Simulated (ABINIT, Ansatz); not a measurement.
Computed results, one entry a study.

Quasiparticle gap of KRb2BiF6 (Fm-3m) in ABINIT. Symmetry: Fm-3m, No. 225, cubic system. Conventional cell: a = 9.369 Å, b = 9.369 Å, c = 9.369 Å, α = 90.00°, β = 90.00°, γ = 90.00°. Nearest to K lie 6 F at 2.48 Å. Nearest to Rb lie 12 F at 3.32 Å. Nearest to Bi lie 6 F at 2.20 Å. F has 1 Bi at 2.20 Å and 1 K at 2.48 Å and 4 Rb at 3.32 Å nearest. Farther neighbours, and contacts between anions beyond the nearest, are not listed. The calculation used RPA screening on LDA, plane waves, norm-conserving pseudopotentials (and 2 further levels or steps) in ABINIT 10.8.3, with cutoff 36 Ha, PseudoDojo scalar-relativistic 0.4.1 stringent, norm-conserving, ngkpt (2, 2, 2), nband 512, ecuteps 8 Ha, inclvkb 2, shiftk (0, 0, 0), symchi 1, awtr 1, frequency ppm, 2×2×2 k-mesh. The LDA gap is 4.38 eV, indirect and the G0W0 gap on the mesh is 7.01 eV. The GW settings are 2×2×2 mesh, 512 bands, screening to 217.7 eV, Godby-Needs plasmon pole and the known limits are short of the basis limit; no spin-orbit coupling; coarse k mesh. It took 4 runs, 65 min in all on 8 MPI ranks of Arm Neoverse N1, shared host. G0W0 moves the gap on the mesh from 4.38 eV to 7.01 eV (+2.64 eV), with Z of 0.81 and 0.89 at the edges. Local fields lower the RPA ε∞ on this mesh from 2.60 to 2.21; a Γ-centred mesh this coarse tends to raise both, most where the direct gap is narrow, while a short band sum lowers them. The program's warnings: nproc spkpt=  >= nkpt= * nsppol=. The cell and positions come from the Crystallography Open Database and are kept as given unless a step says otherwise. Limits: no spin-orbit coupling. The 2×2×2 mesh is coarse for this cell, which bears on the long-range parts of exchange and screening.

[Paths, hosts, dates, memory and timing lines, banners, echoed tables and standing remarks are left out of the program output; an Ansatz launch command may be rebuilt from the run's recorded settings. Measured values are a selection of at most five: reports struck by readers or far from the other reports are left out. None is set beside runs whose start may be inverted or whose files or cutoffs have a known fault.]

[Runs of the session that timed out or met a known fault of the program may be left out.]

[Hosts, paths, dates, database ids (printed as entryN), source tags and the programs' standing remarks are cut or masked in the printed files.]

[G0W0 gaps are taken among the corrected bands and points alone; a level outside them can change the order at an edge.]

[Where Ansatz stands beside ABINIT at settings called matched, ABINIT's density can come from a denser mesh and the files from another edition; pairs whose starting gaps differed by over 0.03 eV were left out, so agreement reads better than it is.]
